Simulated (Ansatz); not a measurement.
# Grüneisen parameters and expansion of Rh (Rhodium, Fm-3m)

Aim: how the vibrations of Rhodium shift with volume, and the expansion that follows.

Calculated with Ansatz 0.2.0; DFT PBEsol, scalar-relativistic, plane waves, PAW.

The database entry behind the starting cell differs from later determinations by our own check (an axis about 0.2 % short against later determinations), so it need not match the best structure at ambient conditions.

### 1. The starting structure

It takes space group Fm-3m (No. 225, cubic). The conventional cell has a = 3.796 Å, b = 3.796 Å, c = 3.796 Å, α = 90.00°, β = 90.00°, γ = 90.00°. Nearest to Rh lie 12 Rh at 2.68 Å.

### 2. Probe on a coarse mesh

Before spending time, one coarse run tells the gap and the pressure of the starting cell.

Input file input.yaml:

```yaml
crystal:
  lattice:
    - [0.0, 1.89785, 1.89785]
    - [1.89785, 0.0, 1.89785]
    - [1.89785, 1.89785, 0.0]
  atoms:
    - { symbol: Rh, position: [0.0, 0.0, 0.0] }
kpoints:
  mp_grid: { grid: [8, 8, 8] }
hamiltonian:
  xc: pbesol
scf:
  occupations: { method: gaussian, width: 0.1 }
output:
  forces: true
  stress: true
  eigenvalues: true
```

Started as:

```
$ ansatz run input.yaml --threads 4 --pin off --max-ram 8192MiB --backend cpu --events-out ev --progress --plain --runs-dir out
```

Numbers of over 12 decimals in the logs are rounded to 6 here.

Output:

```text
Engine: ansatz 0.2.0, aarch64-unknown-linux-gnu
Pseudopotentials: kind: paw
Pseudopotential: Rh, paw, valence charge 17, recommended cutoff 420 eV (normal), Rh.paw.azcp
Functional definition: PBEsol
  exchange = pbesol_x
  correlation = pbesol_c
Crystal: 1 atoms, lattice volume = 13.671 Å³
Basis set: ecut = 420 eV, 283 PW (Γ), exchange–correlation on 36×36×36 points (8 copies of the dense FFT grid, shifted against one another)
Bands: 13, of which v1, the nominal top of the filled ones, is band 9 counted from 1 (8 counted from 0)
Symmetry: 48 space group operations
Space group: Fm-3m (ITA 225), of the structure as read, at distance tolerance 2.4e-5 Å
k-points: 29 of 512
Non-local potential: Rh, projectors of the file, l = 0: 3, l = 1: 2, l = 2: 2, l = 3: 1
PAW form: soft (Blöchl's): semilocal exchange-correlation on the pseudo side does not see the compensation charge
PAW frozen core: Rh, regenerated for the run's functional, and the local potential with it (the file was generated under x = pbe(κ = 0.804, μ = 0.219515), c = pbe(β = 0.066725))
PAW one-centre angular grid: Rh, 590 points (default); XC on 64 Gauss nodes
Initial density: superposition of atomic densities (neutral atoms: chi_scale 0, normalization atom), corrected by the library's trained network
Initial wavefunctions: pseudopotential atomic-orbital guess
Functional: x = pbesol(κ = 0.804, μ = 0.123457), c = pbesol(β = 0.046)
SCF iter   1: F=—  HF=-6338.714618 eV  |F-HF|=—  |Δ(HF+E_count)|=         —  Δρ=8.70e-3  dr2=5.36e-3  ethr=1.77e-3  ⟨swp⟩=4.9  Hψ=2050  notcnv=0
preconditioner: auto → none  [metal: Δε(μ)=0.096 eV  Ē_g=14.052 eV  σ=0.100 eV  W_gap=0.48  n_scr=0 (ndim 8)  ℏωp=30.1 eV  f_vac=0.000  D(μ)=1.91/eV (n_scr^D=26)]
SCF iter   2: F=—  HF=-6338.713224 eV  |F-HF|=—  |Δ(HF+E_count)|=   1.39e-3  Δρ=3.45e-3  dr2=5.62e-4  ethr=3.15e-5  ⟨swp⟩=2.6  Hψ=821  notcnv=0
SCF iter   3: F=—  HF=-6338.713092 eV  |F-HF|=—  |Δ(HF+E_count)|=   1.32e-4  Δρ=1.78e-3  dr2=5.33e-5  ethr=3.31e-6  ⟨swp⟩=2.5  Hψ=555  notcnv=0
SCF iter   4: F=—  HF=-6338.713089 eV  |F-HF|=—  |Δ(HF+E_count)|=   2.60e-6  Δρ=1.11e-4  dr2=3.86e-7  ethr=3.14e-7  ⟨swp⟩=1.3  Hψ=441  notcnv=0
iter 5 did not close the SCF: its close was put off for the readings that it lacked (scf_convergence_deferred on its scf_iter line)
SCF iter   5: F=-6338.713089 eV  HF=-6338.713089 eV  |F-HF|=2.23e-9  |Δ(HF+E_count)|=   1.52e-7  Δρ=1.34e-5  dr2=8.02e-9  ethr=2.27e-9  ⟨swp⟩=2.2  Hψ=581  notcnv=0
SCF iter   6: F=-6338.713089 eV  HF=-6338.713089 eV  |F-HF|=1.64e-11  |Δ(HF+E_count)|=  9.25e-10  Δρ=2.07e-6  dr2=1.55e-10  ethr=4.72e-11  ⟨swp⟩=2.0  Hψ=1286  notcnv=0
SCF 1 converged in 6 iterations: F = -6338.713089 eV  dr2 = 1.55e-10
  greatest PAW one-centre occupation: 1.000 electrons in one spin orbital (limit 2), on the Rh atom at site 0 (counted from 0), in its partial waves of l = 0
SCF converged after 6 iterations
Free energy (F): -6338.713089 eV
Harris-Foulkes:  -6338.713089 eV  (|F-HF|=1.64e-11)
Internal energy: -6338.703308 eV  (E = F + TS)
E sigma→0 (E₀):  -6338.708199 eV
Entropy (-TS):   -0.009782 eV (-9.782 meV/atom)
Fermi energy:    22.445646 eV
--- Per-component energies (eV) ---
  E_band       = -84.662862
  E_kinetic    = 573.505856
  E_local      = -1557.255495  (includes V_loc(G=0)·N_el)
  E_nonlocal   = 356.515261
  E_hartree    = 546.183824
  E_xc         = -220.665109
  E_vxc        = -278.036211  (∫ρ·V_xc dr)
  E_paw        = -3523.908445  (= ΣΔE_a)
  E_vpaw       = -271.761208  (= ΣTr[D̂ρ^β])
  E_aug_tail   = 0.000800  (compensation charges beyond the density's cutoff)
  E_ewald      = -2513.356200
  E_core_change = 0.276200  (= ΣΔE_core)
  E_smearing   = -0.009782  (= −TS)
  E_closure    = -0.000000  (closes the sum)
  Σ components = -6338.713089   (vs F -6338.713089, Δ=0.00e0)
--- Forces (eV/Å), atoms counted from 1 ---
  atom   1  Rh     0.00000000     0.00000000     0.00000000
  max |Σ_I F_I| component: 5.75e-32 eV/Å
--- Stress (GPa, compression-positive) ---
       -2.671428      -0.000000      -0.000000
       -0.000000      -2.671428      -0.000000
       -0.000000       0.000000      -2.671428
  P = ⅓ Tr σ = -2.6714 GPa (-26.714 kbar)
--- Band table (eV; the first three rows and the last of 29) ---
  k-point 0: bands = [... 5 lower, 19.2978, 19.2978, 19.2978, 21.4418, 21.4418, 38.1225, 43.4894, 43.4894]
  k-point 1: bands = [... 5 lower, 19.0590, 19.5164, 19.5164, 21.3399, 21.3399, 38.9439, 41.0632, 44.3863]
  k-point 2: bands = [... 5 lower, 19.1485, 19.6696, 19.6696, 21.6010, 21.6010, 37.4161, 39.7371, 46.5478]
  k-point 28: bands = [... 5 lower, 18.5554, 18.5554, 21.2162, 23.4380, 32.0125, 32.0125, 33.6086, 35.0940]
```

It took 0.34 s on 4 threads of Arm Neoverse V1, shared host; peak memory 0.25 GiB; 0.68 s of CPU time.

In the SCF lines HF is the Harris–Foulkes energy and dr2 the Hartree energy of the density residual, in eV; the loop may stop once dr2 is under the threshold and the program's other checks hold. Hψ counts applications of the Hamiltonian.

This step gave:

* pressure: -2.671 GPa
* volume per atom: 13.67 Å³
* gap on the k-mesh: 0 eV

The start is under -2.7 GPa at this level and looks like a metal on this mesh.

### 3. Finding the static equilibrium

Phonons are second derivatives about a minimum, so cell and atoms are relaxed first, inside the symmetry of the start.

input.yaml, the sections that differ from step 2:

```yaml
kpoints:
  mp_grid: { grid: [18, 18, 18] }
output:
  forces: true
  stress: true
  eigenvalues: true
  write_density: true
  write_potential: true
  elf: true
  volumetric_format: npy
relax:
  adjacent_minimum: "off"
  f_tol: 0.005
  max_steps: 80
  cell: { stress_tol: 0.05 }
# crystal, hamiltonian, scf: as in step 2
```

Output:

```text
[...]
Crystal: 1 atoms, lattice volume = 13.671 Å³
Basis set: ecut = 420 eV, 283 PW (Γ), exchange–correlation on 36×36×36 points (8 copies of the dense FFT grid, shifted against one another)
Bands: 13, of which v1, the nominal top of the filled ones, is band 9 counted from 1 (8 counted from 0)
Symmetry: 48 space group operations
[...]
k-points: 195 of 5832
[...]
SCF iter   1: F=—  HF=-6338.750696 eV  |F-HF|=—  |Δ(HF+E_count)|=         —  Δρ=9.90e-3  dr2=1.10e-2  ethr=1.77e-3  ⟨swp⟩=4.9  Hψ=13968  notcnv=0
[...]
SCF iter   6: F=-6338.747256 eV  HF=-6338.747256 eV  |F-HF|=1.46e-10  |Δ(HF+E_count)|=  2.09e-10  Δρ=4.84e-6  dr2=5.49e-10  ethr=7.71e-11  ⟨swp⟩=5.9  Hψ=13845  notcnv=0
SCF 1 converged in 6 iterations: F = -6338.747256 eV  dr2 = 5.49e-10
[...]
relax step   1: F+E_penalty+E_count = -6338.74725639 eV  Δ(F+E_penalty+E_count) = +0.000e0 eV  max|allowed force component| = 0.000e0 eV/Å  Δτ_max = 0.0000 Å  P = -3.566 GPa  Ω = 13.671 Å³  (6 SCF iters, dr2 threshold 1.00e-7 eV, accepted)
Crystal: 1 atoms, lattice volume = 13.362 Å³
Basis set: ecut = 420 eV, 259 PW (Γ), exchange–correlation on 36×36×36 points (8 copies of the dense FFT grid, shifted against one another)
[...]
iter 1 solved again at ethr=3.90e-6 eV; its pass at ethr=3.10e-3 eV (dr2=6.64e-4 eV) is discarded
[...]
SCF iter   4: F=-6338.747978 eV  HF=-6338.747978 eV  |F-HF|=5.18e-8  |Δ(HF+E_count)|=   1.67e-6  Δρ=4.32e-5  dr2=5.60e-8  ethr=5.88e-10  ⟨swp⟩=6.7  Hψ=14284  notcnv=0
SCF 2 converged in 4 iterations: F = -6338.747978 eV  dr2 = 5.60e-8
relax step   2: F+E_penalty+E_count = -6338.74797766 eV  Δ(F+E_penalty+E_count) = -7.213e-4 eV  max|allowed force component| = 0.000e0 eV/Å  Δτ_max = 0.0000 Å  P = +3.167 GPa  Ω = 13.362 Å³  energy of the carried Pulay correction = +1.837e-4 eV  (4 SCF iters, dr2 threshold 1.00e-7 eV, accepted)
Crystal: 1 atoms, lattice volume = 13.506 Å³
[...]
SCF iter   4: F=-6338.749261 eV  HF=-6338.749261 eV  |F-HF|=9.65e-9  |Δ(HF+E_count)|=   2.79e-7  Δρ=1.88e-5  dr2=1.07e-8  ethr=5.88e-10  ⟨swp⟩=6.0  Hψ=13479  notcnv=0
SCF 3 converged in 4 iterations: F = -6338.749261 eV  dr2 = 1.07e-8
relax step   3: F+E_penalty+E_count = -6338.74926071 eV  Δ(F+E_penalty+E_count) = -1.283e-3 eV  max|allowed force component| = 0.000e0 eV/Å  Δτ_max = 0.0000 Å  P = -0.079 GPa  Ω = 13.506 Å³  energy of the carried Pulay correction = +9.783e-5 eV  (4 SCF iters, dr2 threshold 1.00e-7 eV, accepted)
[...]
relax step   4: F+E_penalty+E_count = -6338.74926371 eV  Δ(F+E_penalty+E_count) = -2.993e-6 eV  max|allowed force component| = 0.000e0 eV/Å  Δτ_max = 0.0000 Å  P = -0.002 GPa  Ω = 13.502 Å³  energy of the carried Pulay correction = +9.994e-5 eV  (2 SCF iters, dr2 threshold 1.57e-8 eV, accepted)
[...]
SCF iter   5: F=-6338.749167 eV  HF=-6338.749167 eV  |F-HF|=3.64e-12  |Δ(HF+E_count)|=  9.46e-11  Δρ=4.35e-7  dr2=2.76e-12  ethr=1.00e-12  ⟨swp⟩=4.0  Hψ=10252  notcnv=0
SCF 5 converged in 5 iterations: F = -6338.749167 eV  dr2 = 2.76e-12
relax step   5: F+E_penalty+E_count = -6338.74916711 eV  Δ(F+E_penalty+E_count) = +9.659e-5 eV  max|allowed force component| = 0.000e0 eV/Å  Δτ_max = 0.0000 Å  P = -0.001 GPa  Ω = 13.502 Å³  stress off target by 6.56e-4 GPa  SCF on the basis re-selected at this cell (its energy is not comparable with the rows above)  (5 SCF iters)
basis re-selected at this cell: Δ(F+E_penalty+E_count) = +9.659e-5 eV, ΔP = +0.001 GPa vs the last step (what re-selecting the basis moved, of the pressure what is left beyond the Pulay correction that the steps carried, after the strain that the cell walked since its last selection, with what the two solves' SCF thresholds leave and, on support functions, any second-order correction that the steps lacked; it is no measure of the basis error at this ecutwfc). This SCF's stress stands 6.56e-4 GPa from its target on what of the cell is left free (relax.cell.stress_tol is 5.00e-2 GPa) and its largest allowed force component is 0.00e0 eV/Å (relax.f_tol is 5.00e-3 eV/Å): [rest of the remark cut]
SCF converged after 5 iterations
Free energy (F): -6338.749167 eV
[...]
Internal energy: -6338.742575 eV  (E = F + TS)
E sigma→0 (E₀):  -6338.745871 eV
Entropy (-TS):   -0.006592 eV (-6.592 meV/atom)
Fermi energy:    22.775356 eV
[...]
--- Stress (GPa, compression-positive) ---
       -0.000656      -0.000000      -0.000000
       -0.000000      -0.000656      -0.000000
       -0.000000      -0.000000      -0.000656
  P = ⅓ Tr σ = -0.0007 GPa (-0.007 kbar)
--- Band table (eV; the first three rows and the last of 195) ---
  k-point 0: bands = [... 5 lower, 19.5773, 19.5773, 19.5773, 21.7500, 21.7500, 38.4790, 43.9014, 43.9014]
  k-point 1: bands = [... 5 lower, 19.5197, 19.6279, 19.6279, 21.7212, 21.7212, 38.6648, 43.2446, 44.0857]
  k-point 2: bands = [... 5 lower, 19.3755, 19.7602, 19.7602, 21.6589, 21.6589, 39.1653, 41.8556, 44.6270]
  k-point 194: bands = [... 5 lower, 18.3784, 19.3257, 21.5917, 23.7941, 31.6916, 33.1802, 34.1040, 35.5675]
--- Relaxed structure (4 steps of the walk, 4 accepted, 1 SCFs on fresh bases) ---
  F+E_penalty+E_count = -6338.74916711 eV   max|allowed force component| = 0.000e0 eV/Å   (the final SCF, on the basis selected at the relaxed cell)
  cell:  # Å, volume = 13.5023 Å³
    - [0, 1.889990, 1.889990]
    - [1.889990, 0, 1.889990]
    - [1.889990, 1.889990, 0]
  atoms:
    - { symbol: Rh, position: [0.0, 0.0, 0.0] }
```

Elapsed: 3.4 s, on 4 threads; peak memory 0.32 GiB.

Relaxation path:

```tsv
step	energy less that of the first step (eV)	largest force component (eV/Å)	pressure (GPa)	volume (Å³)
1	0.0000	0.0000	-3.57	13.67
2	-0.0007	0.0000	3.17	13.36
3	-0.0020	0.0000	-0.08	13.51
4	-0.0020	0.0000	0.00	13.50
5*	-0.0019	0.0000	0.00	13.50
```

Relaxation steps marked * repeat the geometry before them on a plane-wave basis chosen anew for their cell, so energy and pressure can jump there.

```tsv
conventional cell, symmetrised	before	after	change
a (Å)	3.796	3.780	-0.4 %
b (Å)	3.796	3.780	-0.4 %
c (Å)	3.796	3.780	-0.4 %
volume (Å³/atom)	13.67	13.50	-1.2 %
```

Final coordinates:

```
Rh
1.0
     0.00000    1.88999    1.88999
     1.88999    0.00000    1.88999
     1.88999    1.88999    0.00000
Rh
1
Direct
  0.00000 0.00000 0.00000
```

Numbers from this step:

```yaml
pressure: -6.56e-4 GPa
volume_per_atom: 13.50 Å³
```

ELF in the ac plane of the conventional cell at fractional y = 0.000, with atoms of Rh within 0.2 Å of it. It is the smooth field of the valence electrons, not physical close to the nuclei.

Values, 13 rows by 14 columns, each cell a mean:
```
0.77 0.74 0.62 0.37 0.23 0.21 0.20 0.19 0.20 0.21 0.27 0.48 0.67 0.75
0.69 0.62 0.46 0.28 0.24 0.23 0.21 0.20 0.22 0.23 0.25 0.35 0.53 0.66
0.46 0.39 0.29 0.25 0.26 0.24 0.24 0.25 0.24 0.25 0.26 0.27 0.33 0.43
0.25 0.24 0.24 0.26 0.26 0.33 0.44 0.48 0.40 0.31 0.26 0.25 0.24 0.25
0.20 0.22 0.23 0.24 0.35 0.54 0.67 0.70 0.62 0.47 0.29 0.24 0.23 0.21
0.19 0.20 0.21 0.26 0.48 0.68 0.76 0.77 0.73 0.62 0.38 0.23 0.21 0.20
0.19 0.20 0.21 0.28 0.52 0.70 0.77 0.77 0.75 0.65 0.40 0.23 0.20 0.19
0.20 0.21 0.22 0.25 0.42 0.62 0.72 0.75 0.70 0.55 0.32 0.23 0.22 0.20
0.21 0.22 0.24 0.25 0.30 0.43 0.56 0.60 0.51 0.36 0.25 0.25 0.23 0.22
0.35 0.31 0.26 0.26 0.26 0.27 0.32 0.33 0.29 0.25 0.26 0.25 0.26 0.32
0.61 0.52 0.38 0.27 0.25 0.23 0.22 0.21 0.22 0.24 0.25 0.29 0.43 0.57
0.75 0.70 0.55 0.34 0.23 0.22 0.20 0.20 0.21 0.22 0.25 0.42 0.63 0.73
0.77 0.75 0.65 0.41 0.23 0.20 0.19 0.19 0.20 0.21 0.28 0.52 0.71 0.77
```
Columns run along a (3.8 Å), rows up along c (3.8 Å), edges of the conventional cell, whose origin can differ from the input's. Atoms in or near the plane, at fractional coordinates: Rh at (0.00, 0.00), Rh at (0.50, 0.50).

Electrostatic potential energy in the ac plane of the conventional cell at fractional y = 0.000, with atoms of Rh within 0.2 Å of it. With pseudopotentials it is smooth inside the atoms' cores, unlike the true potential.

Values in eV, 13 rows by 14 columns, each cell a mean:
```
-70 -60 -33   3  20  24  25  26  25  23  15 -12 -46 -67
-47 -35 -12  12  21  23  24  24  24  23  19   3 -22 -42
 -8  -1  11  19  21  20  18  17  18  21  21  17   6  -5
 17  19  21  21  16   5  -7 -10  -2  10  19  21  20  18
 24  24  23  19   3 -23 -44 -49 -37 -13  12  21  23  24
 26  25  23  15 -12 -46 -67 -71 -60 -33   2  20  24  25
 26  25  23  14 -16 -51 -70 -73 -65 -38   0  19  24  26
 25  25  23  17  -5 -36 -57 -62 -50 -24   7  21  24  25
 22  22  22  20  11  -7 -24 -28 -18   1  17  21  22  22
  6  11  17  20  20  15  10   8  12  17  20  19  15   8
-30 -19   0  16  21  22  22  22  22  22  20  11  -8 -25
-63 -51 -25   7  21  24  25  25  25  23  17  -6 -37 -58
-73 -65 -38   0  19  24  26  26  25  23  14 -16 -51 -70
```
Columns run along a (3.8 Å; values clipped at the 3rd and 97th percentile), rows up along c (3.8 Å), edges of the conventional cell, whose origin can differ from the input's. Atoms in or near the plane, at fractional coordinates: Rh at (0.00, 0.00), Rh at (0.50, 0.50).

Valence density in the ac plane of the conventional cell at fractional y = 0.000, with atoms of Rh within 0.2 Å of it. It is the smooth field of the valence electrons, not physical close to the nuclei.

Ten even steps from '0' (0 e/Å³) to '9' (14 e/Å³), each cell a mean:
```
86300000000147
43100000000023
10000000000001
00000011100000
00000244310000
00001478630000
00001589730000
00001356420000
00000122100000
00000000000000
21000000000012
64200000000136
97300000000158
```
Columns run along a (3.8 Å), rows up along c (3.8 Å), edges of the conventional cell, whose origin can differ from the input's. Atoms in or near the plane, at fractional coordinates: Rh at (0.00, 0.00), Rh at (0.50, 0.50).

The relaxation ends with a pressure of 0.00 GPa.

### 4. Relaxing to small residual forces and stress

The relaxation is repeated with tighter thresholds on force and stress, since phonons are sensitive to what is left; a change of mesh or smearing in the input moves the cell too.

Input file input.yaml:

```yaml
crystal:
  lattice:
    - [0.0, 1.8899900502, 1.8899900502]
    - [1.8899900502, 0.0, 1.8899900502]
    - [1.8899900502, 1.8899900502, 0.0]
  atoms:
    - { symbol: Rh, position: [0.0, 0.0, 0.0] }
kpoints:
  mp_grid: { grid: [20, 20, 20] }
hamiltonian:
  xc: pbesol
scf:
  occupations: { method: methfessel_paxton, width: 0.2 }
output:
  forces: true
  stress: true
  eigenvalues: true
relax:
  adjacent_minimum: "off"
  f_tol: 0.001
  max_steps: 60
  cell: { stress_tol: 0.01 }
```

Output:

```text
[...]
Crystal: 1 atoms, lattice volume = 13.502 Å³
Basis set: ecut = 420 eV, 259 PW (Γ), exchange–correlation on 36×36×36 points (8 copies of the dense FFT grid, shifted against one another)
Bands: 13, of which v1, the nominal top of the filled ones, is band 9 counted from 1 (8 counted from 0)
Symmetry: 48 space group operations
[...]
k-points: 256 of 8000
[...]
k-point 2: bands = [... 5 lower, 19.4180, 19.7399, 19.7399, 21.6840, 21.6840, 39.0550, 42.1679, 44.5035]
  k-point 255: bands = [... 5 lower, 18.8388, 18.8388, 21.5313, 23.8075, 32.4716, 32.4716, 34.0923, 35.5703]
--- Relaxed structure (3 steps of the walk, 3 accepted, 1 SCFs on fresh bases) ---
[...]
cell:  # Å, volume = 13.4982 Å³
    - [0, 1.889798, 1.889798]
    - [1.889798, 0, 1.889798]
    - [1.889798, 1.889798, 0]
  atoms:
    - { symbol: Rh, position: [0.0, 0.0, 0.0] }
[key lines of the parts left out:]
SCF converged after 4 iterations
Free energy (F): -6338.746278 eV
Fermi energy:    22.779385 eV
P = ⅓ Tr σ = 0.0001 GPa (0.001 kbar)
```

Run time: 3.2 s. Hardware: 4 threads; peak memory 0.33 GiB; 11 s of CPU time.

Little changed from the start: no atom moved by 0.005 Å and no cell edge by 0.1 %.

Numbers from this step:

| Quantity | Value |
| --- | --- |
| pressure | 8.61e-5 GPa |

The residual pressure is 8.6e-5 GPa, small enough for phonons.

[end of part 1 of 3]

[Logs are printed without paths, hosts, clocks, repeated set-up lines and the standing remarks that a program may print on its own settings, such as how far it seeks lower states.]

[Hosts, paths, dates, database ids (printed as entryN), source tags and the programs' standing remarks are cut or masked in the printed files.]

[A step with changed settings may run another functional than the one named; its input shows which.]

[Of the runs on displaced cells, only some may be shown.]
